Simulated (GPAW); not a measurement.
## Energy mapping worked by hand: FePt (Tetraferroplatinum)

Can a spin model with two couplings foretell the energy of a further order of FePt (Tetraferroplatinum)?

Main program and level: GPAW 26.7.0; PBE; plane waves with GPAW's PAW setups, scalar-relativistic.

**1. Starting point**

It takes space group P4/mmm (No. 123, tetragonal). Conventional cell: a = 2.724 Å, b = 2.724 Å, c = 3.720 Å, α = 90.00°, β = 90.00°, γ = 90.00°. Nearest to Fe lie 8 Pt at 2.68 Å and 4 Fe at 2.72 Å. Nearest to Pt lie 8 Fe at 2.68 Å and 4 Pt at 2.72 Å. Farther neighbours are not listed.

**2. The parallel order**

All energies count from this run.

Input file order1.py:

```python
import json
import numpy as np
from ase import Atoms
from ase.parallel import paropen, parprint
from gpaw import GPAW

atoms = Atoms(['Fe', 'Pt'],
    cell=[[2.7235, 0.0, 0.0],
         [0.0, 2.7235, 0.0],
         [0.0, 0.0, 3.72]],
    scaled_positions=[[0.0, 0.0, 0.0],
         [0.5, 0.5, 0.5]],
    pbc=True,
    magmoms=[2.8, 0.0])
atoms.calc = GPAW(mode={'name': 'pw', 'ecut': 550},
    xc='PBE',
    kpts={'size': (12, 12, 12), 'gamma': True},
    occupations={'name': 'fermi-dirac', 'width': 0.05},
    convergence={'density': 1e-05, 'energy': 1e-05},
    maxiter=200,
    symmetry={'tolerance': 1e-4},
    txt='order1.txt')
e = atoms.get_potential_energy(force_consistent=True)
res = {'free_energy': e, 'energy_sigma0': atoms.get_potential_energy(), 'fermi_energy': atoms.calc.get_fermi_level()}
res['moments'] = atoms.get_magnetic_moments().tolist()
res['total'] = atoms.get_magnetic_moment()
parprint('site moments (muB):', np.round(res['moments'], 3))
parprint(f"total moment: {res['total']:.3f} muB")
parprint(f'free energy: {e:.6f} eV')
atoms.calc.write('order1.gpw')
with paropen('results.json', 'w') as f:
    json.dump(res, f)
```

Run with:

```bash
> OMP_NUM_THREADS=1 mpirun -n 4 gpaw python order1.py > order1.log
```

Numbers of over 12 decimals in the logs are rounded to 6 here.

Log:

```text
site moments (muB): [2.91  0.384]
total moment: 3.307 muB
free energy: -15.909388 eV

--- order1.txt ---
Input parameters:
  mode=PW(ecut=550),
  convergence={'density': 1e-05, 'energy': 1e-05},
  kpts=MonkhorstPack(size=(12, 12, 12), gamma=True),
  maxiter=200,
  occupations=Occupations(name='fermi-dirac', width=0.05),
  symmetry=Symmetry(tolerance=0.0001),
  xc=XC(name='PBE')

Diagonalizing LCAO Hamiltonian
[...]
|          6 |         7.517 |     1.000 |         8.598 |     1.000 |
|          7 |         7.517 |     1.000 |         8.598 |     1.000 |
[...]
|         17 |        22.658 |     0.000 |        22.963 |     0.000 |
|         18 |        29.680 |     0.000 |        30.383 |     0.000 |
|         19 |        30.447 |     0.000 |        31.032 |     0.000 |
|         20 |        32.864 |     0.000 |        32.958 |     0.000 |

No gap
No difference between direct/indirect transitions

[key lines of the parts left out:]
Free energy:     -15.909388
Converged in 15 steps
dipole moment: (-6.632407, -6.632407, -9.059135)  # |e|*Ang
Fermi level: 10.966
```

Wall time 64 s (4 MPI ranks of Arm Neoverse N1, shared host); peak memory 0.75 GiB; 4.3 min of CPU time.

Spin moment in the augmentation sphere by atom:

```tsv
atom	spin moment in the augmentation sphere (μB)
Fe1	2.91
Pt2	0.38
```

This step gave:

| Item | Value |
| --- | --- |
| magnetization | 3.307 μB |
| final state | ferromagnetic |

After 15 cycles the largest moment stands at 2.91 μB.

**3. The orders used for the fit**

The other orders were run with the same settings, on meshes that hold the same points. Free energies (smearing 0.05 eV, its entropy term included) are divided by the number of Fe atoms; q is in fractions of the reciprocal vectors of the first run's cell.

```tsv
order	atoms	mesh	free energy (eV)	eV per Fe	largest moment (μB)
F +	2	12×12×12	-15.9094	-15.9094	2.91
AF q=(0,1/2,0) +-	4	12×6×12	-31.7777	-15.8888	2.86
AF q=(1/2,1/2,1/2) +-	4	6×12×12	-31.7066	-15.8533	2.87
```

**4. Counting neighbours**

With E = −Σ J e_i·e_j over ordered pairs of unit vectors, turning a neighbour from parallel to opposed costs 2J a Fe atom. So an order lies 2 Σ n J over the parallel one, n being the opposed neighbours in each shell.

```tsv
shell	distance (Å)	neighbours	opposed in AF q=(0,1/2,0) +-	opposed in AF q=(0,0,1/2) +-	opposed in AF q=(0,1/2,1/2) +-	opposed in AF q=(1/2,1/2,0) +-	opposed in AF q=(1/2,1/2,1/2) +-
J1	2.72	4	2	0	2	4	4
J2	3.72	2	0	2	2	0	2
J3	3.85	4	4	0	4	0	0
```

Only J1 and J2 are kept.

**5. Solving**

```
2 × 2 × J1 = +20.55 meV    (AF q=(0,1/2,0) +-)
2 × 4 × J1 + 2 × 2 × J2 = +56.11 meV    (AF q=(1/2,1/2,1/2) +-)
J1 = +5.14 meV
J2 = +3.75 meV
```

**6. The test**

The couplings now give the orders that were left out:

```
2 × 2 × (+3.75) = +15.00 meV    (AF q=(0,0,1/2) +-)
2 × 2 × (+5.14) + 2 × 2 × (+3.75) = +35.56 meV    (AF q=(0,1/2,1/2) +-)
2 × 4 × (+5.14) = +41.12 meV    (AF q=(1/2,1/2,0) +-)
```

The runs themselves:

```tsv
order	atoms	mesh	free energy (eV)	eV per Fe	largest moment (μB)	over the parallel order (meV)	foretold (meV)
AF q=(0,0,1/2) +-	4	12×12×6	-31.8113	-15.9057	2.90	+3.72	+15.00
AF q=(0,1/2,1/2) +-	4	12×6×12	-31.4120	-15.7060	2.86	+203.37	+35.56
AF q=(1/2,1/2,0) +-	4	6×12×12	-31.2638	-15.6319	2.66	+277.50	+41.12
```

**7. One more shell**

The miss asks for the next shell, which takes one more order into the fit.

```
2 × 2 × J1 + 2 × 4 × J3 = +20.55 meV    (AF q=(0,1/2,0) +-)
2 × 4 × J1 + 2 × 2 × J2 = +56.11 meV    (AF q=(1/2,1/2,1/2) +-)
2 × 2 × J2 = +3.72 meV    (AF q=(0,0,1/2) +-)
J1 = +6.55 meV
J2 = +0.93 meV
J3 = -0.71 meV
test: 2 × 2 × (+6.55) + 2 × 2 × (+0.93) + 2 × 4 × (-0.71) = +24.2 meV, computed +203.4    (AF q=(0,1/2,1/2) +-)
test: 2 × 4 × (+6.55) = +52.4 meV, computed +277.5    (AF q=(1/2,1/2,0) +-)
```

**8. What came out**

```
J1 (Fe–Fe at 2.72 Å)                : 5.14 meV
J2 (Fe–Fe at 3.72 Å)                : 3.75 meV
largest miss on the orders left out : 236 meV
J1 with 3 shells                    : 6.55 meV
J2 with 3 shells                    : 0.93 meV
J3 with 3 shells                    : -0.71 meV
```

What this shows: The model misses the 3 orders left out by 236 meV at most, 85 % of the span of the orders, so it fails: these couplings alone don't describe the crystal. With the next shell added the couplings are J1 = +6.55, J2 = +0.93 and J3 = -0.71 meV, and the miss on what is still left out is 225 meV (before: 236 meV), still too large. The first dropped shell that the test feels is J3 at 3.85 Å. The site moments spread by 8.4 % over the orders, so moments are not rigid and part of the miss lies outside a spin model. In a metal couplings reach far, and the mesh was not tested. The couplings are effective ones: further shells with opposed neighbours are folded into them or show in the miss. No mean-field temperature is given: it needs a model that holds, an unfrustrated order and couplings in all three dimensions.

[Logs and program files are shortened in this print: banners, set-up blocks, solver, clock and traceback lines can be left out without a mark of their own.]

[Logs are printed without paths, hosts, clocks, repeated set-up lines and the standing remarks that a program may print on its own settings, such as how far it seeks lower states.]

[Hosts, paths, dates, database ids (printed as entryN), source tags and the programs' standing remarks are cut or masked in the printed files.]

[Where a cell is said to come from a database of computed structures, the database is the Materials Project.]
